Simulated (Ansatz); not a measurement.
# N on Mo(110): change of the work function, part 3 of 4

How does N on the hollow site change the work function of Mo(110) as the layer fills?

Ansatz 0.2.0; plane-wave DFT, PBE, Ansatz PAW.

So far, work function, upper face (eV): step 2 (the clean slab) 4.60; step 3 (37 atoms, coverage 0.111 ML, cell 3x3) 4.73.

**4. Adsorbate added, k-mesh 6×6×1, coverage 0.25 ML**

System of this step: Mo16N (N/Mo(110)). The cell holds 17 atoms: 16 Mo and 1 N. Its edges and angles: a = 5.456 Å, b = 5.456 Å, c = 26.377 Å, α = 90.0°, β = 90.0°, γ = 70.5°. Vacuum lies along c.

Another coverage, to see how the dipoles act on each other as their distance changes.

input.yaml

```yaml
crystal:
  lattice:
    - [4.4547727214, -3.15, 0.0]
    - [4.4547727214, 3.15, 0.0]
    - [0.0, 0.0, 26.3772172182]
  atoms:
    - { symbol: Mo, position: [0.0, 0.0, 0.3412035442] }
    - { symbol: Mo, position: [0.25, 0.25, 0.4256471131] }
    - { symbol: Mo, position: [0.0, 0.0, 0.5109335839] }
    - { symbol: Mo, position: [0.25, 0.25, 0.5922974257] }
    - { symbol: Mo, position: [0.0, 0.5, 0.3412035442] }
    - { symbol: Mo, position: [0.25, 0.75, 0.4256471131] }
    - { symbol: Mo, position: [0.0, 0.5, 0.5109335839] }
    - { symbol: Mo, position: [0.25, 0.75, 0.5922974257] }
    - { symbol: Mo, position: [0.5, 0.0, 0.3412035442] }
    - { symbol: Mo, position: [0.75, 0.25, 0.4256471131] }
    - { symbol: Mo, position: [0.5, 0.0, 0.5109335839] }
    - { symbol: Mo, position: [0.75, 0.25, 0.5922974257] }
    - { symbol: Mo, position: [0.5, 0.5, 0.3412035442] }
    - { symbol: Mo, position: [0.75, 0.75, 0.4256471131] }
    - { symbol: Mo, position: [0.5, 0.5, 0.5109335839] }
    - { symbol: Mo, position: [0.75, 0.75, 0.5922974257] }
    - { symbol: "N", position: [0.42, 0.42, 0.6587964558] }
kpoints:
  mp_grid: { grid: [6, 6, 1] }
hamiltonian:
  xc: pbe
scf:
  occupations: { method: fermi_dirac, width: 0.1 }
  convergence: { dr2_threshold: 1.0e-08 }
efield:
  axis: 3
  dipole_correction: true
  ramp_position: 0.97
  ramp_width: 0.06
relax:
  f_tol: 0.02
  max_steps: 60
  constraints: [{ sites: [0, 1, 4, 5, 8, 9, 12, 13] }]
output:
  dos: { projected: true, e_range: [-8, 4] }
  write_potential: true
  write_density: true
  volumetric_format: npy
  elf: true
```

Command:

```
ansatz run input.yaml --threads 4 --pin off --max-ram 16384MiB --backend cpu --events-out ev --progress --plain --runs-dir out
```

What it wrote:

```text
[...]
Crystal: 17 atoms, lattice volume = 740.278 Å³
Basis set: ecut = 420 eV, 14481 PW (Γ), exchange–correlation on 80×80×360 points (8 copies of the dense FFT grid, shifted against one another)
Bands: 138, of which v1, the nominal top of the filled ones, is band 115 counted from 1 (114 counted from 0)
Symmetry: 2 space group operations
[...]
k-points: 13 of 36 (time reversal used)
[...]
SCF iter   1: F=—  HF=-79669.966554 eV  |F-HF|=—  |Δ(HF+E_count)|=         —  Δρ=4.78e-3  dr2=9.12e-1  ethr=1.77e-3  p=-0.154 e·Å  D=-3.77e-2 V/Å  ΔV_dip=0.99 eV  dr2_dipole=1.06e-1  V_vac-E_F(+/−)=5.80/4.80 eV  ⟨swp⟩=9.3  Hψ=9045  notcnv=0
[...]
SCF iter  10: F=-79669.939894 eV  HF=-79669.939894 eV  |F-HF|=1.85e-8  |Δ(HF+E_count)|=   5.20e-8  Δρ=5.27e-7  dr2=2.77e-9  ethr=4.37e-12  p=-0.216 e·Å  D=-5.28e-2 V/Å  ΔV_dip=1.39 eV  dr2_dipole=8.71e-11  V_vac-E_F(+/−)=6.04/4.65 eV  ⟨swp⟩=11.5  Hψ=13342  notcnv=0
SCF 1 converged in 10 iterations: F = -79669.939894 eV  dr2 = 2.77e-9
[...]
relax step   1: F+E_penalty+E_count = -79669.93989416 eV  Δ(F+E_penalty+E_count) = +0.000e0 eV  max|allowed force component| = 5.388e0 eV/Å  Δτ_max = 0.0000 Å  (10 SCF iters, accepted)
[...]
SCF iter  10: F=-79671.252533 eV  HF=-79671.252532 eV  |F-HF|=9.18e-9  |Δ(HF+E_count)|=   2.93e-8  Δρ=6.04e-7  dr2=5.29e-9  ethr=4.37e-12  p=-0.152 e·Å  D=-3.72e-2 V/Å  ΔV_dip=0.98 eV  dr2_dipole=5.79e-10  V_vac-E_F(+/−)=5.62/4.64 eV  ⟨swp⟩=11.8  Hψ=13340  notcnv=0
SCF 2 converged in 10 iterations: F = -79671.252533 eV  dr2 = 5.29e-9
relax step   2: F+E_penalty+E_count = -79671.25253250 eV  Δ(F+E_penalty+E_count) = -1.313e0 eV  max|allowed force component| = 4.300e0 eV/Å  Δτ_max = 0.1949 Å  (10 SCF iters, accepted)
SCF iter   1: F=—  HF=-79672.133929 eV  |F-HF|=—  |Δ(HF+E_count)|=         —  Δρ=6.78e-3  dr2=3.32e-1  ethr=2.40e-3  p=-0.152 e·Å  D=-3.72e-2 V/Å  ΔV_dip=0.98 eV  dr2_dipole=4.41e-3  V_vac-E_F(+/−)=5.62/4.64 eV  ⟨swp⟩=4.5  Hψ=3547  notcnv=0
[...]
SCF iter  10: F=-79672.042746 eV  HF=-79672.042746 eV  |F-HF|=9.34e-9  |Δ(HF+E_count)|=   2.63e-8  Δρ=5.71e-7  dr2=5.40e-9  ethr=4.37e-12  p=-0.083 e·Å  D=-2.02e-2 V/Å  ΔV_dip=0.53 eV  dr2_dipole=3.87e-10  V_vac-E_F(+/−)=5.16/4.63 eV  ⟨swp⟩=11.8  Hψ=13931  notcnv=0
SCF 3 converged in 10 iterations: F = -79672.042746 eV  dr2 = 5.40e-9
relax step   3: F+E_penalty+E_count = -79672.04274637 eV  Δ(F+E_penalty+E_count) = -7.902e-1 eV  max|allowed force component| = 1.904e0 eV/Å  Δτ_max = 0.1949 Å  (10 SCF iters, accepted)
[...]
relax step   4: F+E_penalty+E_count = -79672.32851934 eV  Δ(F+E_penalty+E_count) = -2.858e-1 eV  max|allowed force component| = 5.600e-1 eV/Å  Δτ_max = 0.1997 Å  (10 SCF iters, accepted)
[...]
relax step   5: F+E_penalty+E_count = -79672.33275115 eV  Δ(F+E_penalty+E_count) = -4.232e-3 eV  max|allowed force component| = 4.789e-1 eV/Å  Δτ_max = 0.1362 Å  (10 SCF iters, accepted)
[...]
relax step   6: F+E_penalty+E_count = -79672.36407982 eV  Δ(F+E_penalty+E_count) = -3.133e-2 eV  max|allowed force component| = 4.572e-1 eV/Å  Δτ_max = 0.2000 Å  (10 SCF iters, accepted)
[...]
relax step   7: F+E_penalty+E_count = -79672.39425819 eV  Δ(F+E_penalty+E_count) = -3.018e-2 eV  max|allowed force component| = 7.351e-2 eV/Å  Δτ_max = 0.0975 Å  (9 SCF iters, accepted)
[...]
relax step   8: F+E_penalty+E_count = -79672.39564831 eV  Δ(F+E_penalty+E_count) = -1.390e-3 eV  max|allowed force component| = 2.178e-2 eV/Å  Δτ_max = 0.0267 Å  (8 SCF iters, accepted)
[...]
relax step   9: F+E_penalty+E_count = -79672.39571206 eV  Δ(F+E_penalty+E_count) = -6.375e-5 eV  max|allowed force component| = 2.035e-2 eV/Å  Δτ_max = 0.0093 Å  (7 SCF iters, accepted)
SCF iter   1: F=—  HF=-79672.395568 eV  |F-HF|=—  |Δ(HF+E_count)|=         —  Δρ=8.96e-5  dr2=8.70e-5  ethr=2.74e-7  p=-0.047 e·Å  D=-1.15e-2 V/Å  ΔV_dip=0.30 eV  dr2_dipole=1.10e-5  V_vac-E_F(+/−)=4.92/4.62 eV  ⟨swp⟩=2.0  Hψ=2868  notcnv=0
[...]
SCF iter   6: F=-79672.395749 eV  HF=-79672.395749 eV  |F-HF|=9.21e-9  |Δ(HF+E_count)|=   3.13e-8  Δρ=4.76e-7  dr2=3.19e-9  ethr=4.37e-12  p=-0.047 e·Å  D=-1.15e-2 V/Å  ΔV_dip=0.30 eV  dr2_dipole=2.81e-10  V_vac-E_F(+/−)=4.92/4.62 eV  ⟨swp⟩=9.1  Hψ=11372  notcnv=0
SCF 10 converged in 6 iterations: F = -79672.395749 eV  dr2 = 3.19e-9
relax step  10: F+E_penalty+E_count = -79672.39574932 eV  Δ(F+E_penalty+E_count) = -3.726e-5 eV  max|allowed force component| = 1.989e-3 eV/Å  Δτ_max = 0.0018 Å  (6 SCF iters, accepted)
[...]
SCF converged after 6 iterations
Free energy (F): -79672.395749 eV
[...]
Internal energy: -79671.993688 eV  (E = F + TS)
E sigma→0 (E₀):  -79672.194719 eV
Entropy (-TS):   -0.402061 eV (-23.651 meV/atom)
Fermi energy:    4.172293 eV
Dipole field:    D = -0.011496 V/Å  (p = -0.047030 e·Å, saw-weighted, corrected)
Work function:   Φ+ = 4.9236 eV   Φ− = 4.6203 eV
[...]
--- Forces (eV/Å), atoms counted from 1 ---
  atom   1  Mo     0.00574606     0.00000000     0.49756048
  atom   2  Mo     0.15444267     0.00000000    -0.67826976
  atom   3  Mo    -0.00094060     0.00000000     0.00078382
  atom   4  Mo    -0.00198899     0.00000000     0.00001707
  atom   5  Mo     0.01285309    -0.02341788     0.65936785
  atom   6  Mo    -0.03264860     0.10334644    -0.38976691
  atom   7  Mo     0.00019599     0.00025597    -0.00017825
  atom   8  Mo     0.00141802     0.00032111    -0.00031015
  atom   9  Mo     0.01285309     0.02341788     0.65936785
  atom  10  Mo    -0.03264860    -0.10334644    -0.38976691
  atom  11  Mo     0.00019599    -0.00025597    -0.00017825
  atom  12  Mo     0.00141802    -0.00032111    -0.00031015
  atom  13  Mo     0.01409348     0.00000000     0.35339147
  atom  14  Mo    -0.13428466     0.00000000    -0.71194657
  atom  15  Mo     0.00090514     0.00000000     0.00019917
  atom  16  Mo    -0.00158974     0.00000000    -0.00044543
  atom  17  N     -0.00000969     0.00000000     0.00049039
  max |Σ_I F_I| component: 1.07e-5 eV/Å
--- Band table (eV; the first three rows and the last of 13) ---
  k-point 0: bands = [... 111 lower, 4.8067, 4.8635, 5.0572, 5.0948, 5.1554, 5.2975, 5.3449, 5.4559, ... 19 higher]
  k-point 1: bands = [... 111 lower, 4.4484, 4.6437, 4.7343, 4.8432, 4.8966, 5.0859, 5.1715, 5.2007, ... 19 higher]
  k-point 2: bands = [... 111 lower, 3.7725, 3.8701, 3.9439, 4.3861, 4.4690, 4.5965, 4.7263, 4.9061, ... 19 higher]
  k-point 12: bands = [... 111 lower, 3.3972, 3.4413, 3.4689, 3.5091, 3.5730, 3.7065, 3.8060, 4.0121, ... 19 higher]
--- Relaxed structure (10 steps of the walk, 10 accepted, 0 SCFs on fresh bases) ---
  F+E_penalty+E_count = -79672.39574932 eV   max|allowed force component| = 1.989e-3 eV/Å
  atoms:
    - { symbol: Mo, position: [0.0, 0.0, 0.3412035442] }
    - { symbol: Mo, position: [0.250000, 0.250000, 0.4256471131] }
    - { symbol: Mo, position: [0.00191942, 0.00191942, 0.508845] }
    - { symbol: Mo, position: [0.244695, 0.244695, 0.594382] }
    - { symbol: Mo, position: [0.0, 0.500000, 0.3412035442] }
    - { symbol: Mo, position: [0.25, 0.750000, 0.4256471131] }
    - { symbol: Mo, position: [0.000727144, 0.499911, 0.512052] }
    - { symbol: Mo, position: [0.249050, 0.750074, 0.595581] }
    - { symbol: Mo, position: [0.500000, 0.0, 0.3412035442] }
    - { symbol: Mo, position: [0.750000, 0.25, 0.4256471131] }
    - { symbol: Mo, position: [0.499911, 0.000727144, 0.512052] }
    - { symbol: Mo, position: [0.750074, 0.249050, 0.595581] }
    - { symbol: Mo, position: [0.500000, 0.500000, 0.3412035442] }
    - { symbol: Mo, position: [0.750000, 0.750000, 0.4256471131] }
    - { symbol: Mo, position: [0.499955, 0.499955, 0.510641] }
    - { symbol: Mo, position: [0.761912, 0.761912, 0.591614] }
    - { symbol: N, position: [0.454895, 0.454895, 0.636187] }
```

Run time: 4.8 min. Hardware: 4 threads of AMD EPYC 7R13 (Zen 3), shared host; peak memory 3 GiB.

Step by step:

```tsv
step	energy less that of the first step (eV)	largest force component (eV/Å)
1	0.0000	5.3881
2	-1.3126	4.3002
3	-2.1029	1.9036
4	-2.3886	0.5600
5	-2.3929	0.4789
6	-2.4242	0.4572
7	-2.4544	0.0735
8	-2.4558	0.0218
9	-2.4558	0.0203
10	-2.4559	0.0020
```

The run keeps the 2 symmetry operations that the program found, so distortions that break them were not tested.

The atoms that moved most (Å):

```tsv
atom	dx	dy	dz	length
N17	0.311	0.000	-0.596	0.673
Mo16	0.106	0.000	-0.018	0.108
Mo8	-0.004	0.003	0.087	0.087
Mo12	-0.004	-0.003	0.087	0.087
Mo4	-0.047	0.000	0.055	0.073
Mo3	0.017	0.000	-0.055	0.058
Mo11	0.003	0.003	0.030	0.030
Mo7	0.003	-0.003	0.030	0.030
```

Final coordinates:

```cif
data_structure
_symmetry_space_group_name_H-M 'P 1'
_symmetry_Int_Tables_number 1
_cell_length_a 5.4560
_cell_length_b 5.4560
_cell_length_c 26.3772
_cell_angle_alpha 90.000
_cell_angle_beta 90.000
_cell_angle_gamma 70.529
_cell_volume 740.28
loop_
_atom_site_label
_atom_site_type_symbol
_atom_site_fract_x
_atom_site_fract_y
_atom_site_fract_z
_atom_site_occupancy
Mo1 Mo 0.00000 0.00000 0.34120 1
Mo2 Mo 0.25000 0.25000 0.42565 1
Mo3 Mo 0.00192 0.00192 0.50884 1
Mo4 Mo 0.24470 0.24470 0.59438 1
Mo5 Mo 0.00000 0.50000 0.34120 1
Mo6 Mo 0.25000 0.75000 0.42565 1
Mo7 Mo 0.00073 0.49991 0.51205 1
Mo8 Mo 0.24905 0.75007 0.59558 1
Mo9 Mo 0.50000 0.00000 0.34120 1
Mo10 Mo 0.75000 0.25000 0.42565 1
Mo11 Mo 0.49991 0.00073 0.51205 1
Mo12 Mo 0.75007 0.24905 0.59558 1
Mo13 Mo 0.50000 0.50000 0.34120 1
Mo14 Mo 0.75000 0.75000 0.42565 1
Mo15 Mo 0.49995 0.49995 0.51064 1
Mo16 Mo 0.76191 0.76191 0.59161 1
N17 N 0.45490 0.45490 0.63619 1
```

This step gave:

```
energy at zero smearing        : -79672.1947 eV
work function, upper face      : 4.924 eV
work function, lower face      : 4.620 eV
dipole along the normal        : -0.04703 e·Å
step between the vacuum levels : 0.3032 eV
```

The density of states has structure finer than the step of the table below, so its rows give means over 0.25 eV. Peaks (eV: height): -2.920: 26.0, -2.860: 27.3, -2.710: 29.4, -2.290: 28.8, -1.800: 26.9, -1.560: 28.2, 1.380: 26.6.

Table of density of states by energy, zero at the Fermi level; means over each step:

```tsv
energy (eV)	density of states (states/eV a cell)
-7.00	0
-6.75	0.0596
-6.50	0.891
-6.25	0.960
-6.00	1.16
-5.75	1.53
-5.50	2.79
-5.25	7.81
-5.00	9.95
-4.75	17.8
-4.50	20.7
-4.25	17.8
-4.00	17.1
-3.75	22.4
-3.50	18.0
-3.25	19.5
-3.00	23.5
-2.75	23.8
-2.50	19.7
-2.25	21.2
-2.00	20.1
-1.75	23.7
-1.50	22.9
-1.25	19.4
-1.00	16.7
-0.75	14.0
-0.50	13.1
-0.25	11.5
0.00	11.9
0.25	16.5
0.50	19.1
0.75	19.8
1.00	22.7
1.25	24.8
```

Projected DOS per atom over height of the atomic layer and energy from the Fermi level. Layers: Mo4 Mo4 Mo4 Mo4 N from below.

Ten even steps from '0' (0.00 states/eV) to '9' (2.39 states/eV), each cell a mean:
```
56661
55550
63340
42230
42231
52241
73352
64551
54551
66551
47741
45541
56531
26535
14449
01126
00001
00000
00000
00000
00000
00000
```
Columns: height of the atomic layer (Å) from 9 to 16.8 (not evenly spaced); rows upwards: energy from the Fermi level (eV) from -7.96 to 1.45.

Valence density in the ca plane at fractional y = 0.000, with atoms of Mo within 0.2 Å of it. It is the smooth field of the valence electrons, not physical close to the nuclei.

Ten steps, logarithmic in the rise over the least value, from '0' (0.0 e/Å³) to '9' (6.5 e/Å³), each cell a mean:
```
79997433333469997433333210000000000000000000
57875333333357875433333210000000000000000000
35554333333334554333443210000000000000000000
34443333433333443334443210000000000000000000
35554333333334554334443210000000000000000000
57875433333347886433333210000000000000000000
79997433333368998533332210000000000000000000
79997433333469998543332210000000000000000000
68986433333358997533333210000000000000000000
46764333333345665433433210000000000000000000
34443333433334443333443210000000000000000000
34443333433334443333443210000000000000000000
46764333333346765333343210000000000000000000
68986433333468997433333210000000000000000000
79997433333479998533333210000000000000000000
```
Columns run along c (16.0 Å, from fractional 0.31 to 0.92 of the cell), rows up along a (5.5 Å). Atoms in or near the plane, at fractional coordinates: Mo at (0.34, 0.00), Mo at (0.51, 0.00), Mo at (0.34, 0.50), Mo at (0.51, 0.50).

ELF in the ca plane at fractional y = 0.000, with atoms of Mo within 0.2 Å of it. It is the smooth field of the valence electrons, not physical close to the nuclei.

Values, 8 rows by 16 columns, each cell a mean:
```
0.59 0.50 0.37 0.35 0.40 0.64 0.32 0.36 0.43 0.23 0.03 0.00 0.00 0.00 0.00 0.00
0.34 0.31 0.36 0.34 0.35 0.31 0.39 0.36 0.40 0.19 0.02 0.00 0.00 0.00 0.00 0.00
0.38 0.33 0.35 0.33 0.32 0.40 0.33 0.31 0.36 0.14 0.01 0.00 0.00 0.00 0.00 0.00
0.61 0.53 0.37 0.37 0.42 0.62 0.37 0.34 0.37 0.13 0.01 0.00 0.00 0.00 0.00 0.00
0.59 0.50 0.36 0.35 0.38 0.65 0.35 0.34 0.40 0.17 0.02 0.00 0.00 0.00 0.00 0.00
0.34 0.31 0.36 0.33 0.36 0.32 0.39 0.34 0.41 0.21 0.03 0.00 0.00 0.00 0.00 0.00
0.38 0.33 0.35 0.33 0.32 0.41 0.36 0.36 0.43 0.23 0.03 0.00 0.00 0.00 0.00 0.00
0.61 0.53 0.38 0.37 0.46 0.61 0.35 0.38 0.45 0.24 0.04 0.00 0.00 0.00 0.00 0.00
```
Columns run along c (16.0 Å, from fractional 0.31 to 0.92 of the cell), rows up along a (5.5 Å). Atoms in or near the plane, at fractional coordinates: Mo at (0.34, 0.00), Mo at (0.51, 0.00), Mo at (0.34, 0.50), Mo at (0.51, 0.50).

Electrostatic potential energy in the ca plane at fractional y = 0.000, with atoms of Mo within 0.2 Å of it. With pseudopotentials it is smooth inside the atoms' cores, unlike the true potential.

Values in eV, 8 rows by 16 columns, each cell a mean:
```
-43 -33   4   4 -18 -52  -3   4   6   8   9   9   9   9   9   9
 -3  -1   3   2   2  -5   4   1   5   8   9   9   9   9   9   9
-12  -7   3   2  -1 -17   1   1   5   8   9   9   9   9   9   9
-52 -41   4   4 -19 -63 -10   4   7   8   9   9   9   9   9   9
-43 -33   4   4 -14 -54  -6   4   6   8   9   9   9   9   9   9
 -3  -1   3   2   2  -6   3   1   5   8   9   9   9   9   9   9
-12  -7   3   2  -3 -17   3   2   5   8   9   9   9   9   9   9
-52 -41   4   4 -25 -62  -6   4   7   8   9   9   9   9   9   9
```
Columns run along c (16.0 Å, from fractional 0.31 to 0.92 of the cell; values clipped at the 3rd and 97th percentile), rows up along a (5.5 Å). Atoms in or near the plane, at fractional coordinates: Mo at (0.34, 0.00), Mo at (0.51, 0.00), Mo at (0.34, 0.50), Mo at (0.51, 0.50).

The relaxation took 10 steps and lowered the energy by 2.5 eV; the largest force on the free atoms ends at 0.0020 eV/Å.

By hand: a sheet of dipoles makes a step −p/(ε₀A) in the electron's potential. With e/ε₀ = 180.95 V·Å, p = -0.04703 e·Å and A = 28.07 Å², that is −180.95 × (-0.04703) / 28.07 = +0.303 eV, and the two vacuum levels of the run differ by +0.303 eV.

The covered face has 4.92 eV, +0.33 eV against the clean one; the bare back face has moved by -0.08 eV, a measure of how thin the slab is.

(Continued in part 4 of 4.)

[Long decimals in the printed logs are rounded to 6 places.]

[Logs are printed without paths, hosts, clocks, repeated set-up lines and the standing remarks that a program may print on its own settings, such as how far it seeks lower states.]

[Hosts, paths, dates, database ids (printed as entryN), source tags and the programs' standing remarks are cut or masked in the printed files.]

[Maps of the electrostatic potential energy from Ansatz leave out the sawtooth potential of an applied field or a dipole correction, so their vacuum need not be flat; planar profiles and work functions include it.]

[The density of states shown here was stored with 400 of the rows of the run's finer table, so its peaks can read low, often by over a quarter, or be missed, and its means over a window can be off by a tenth or more.]
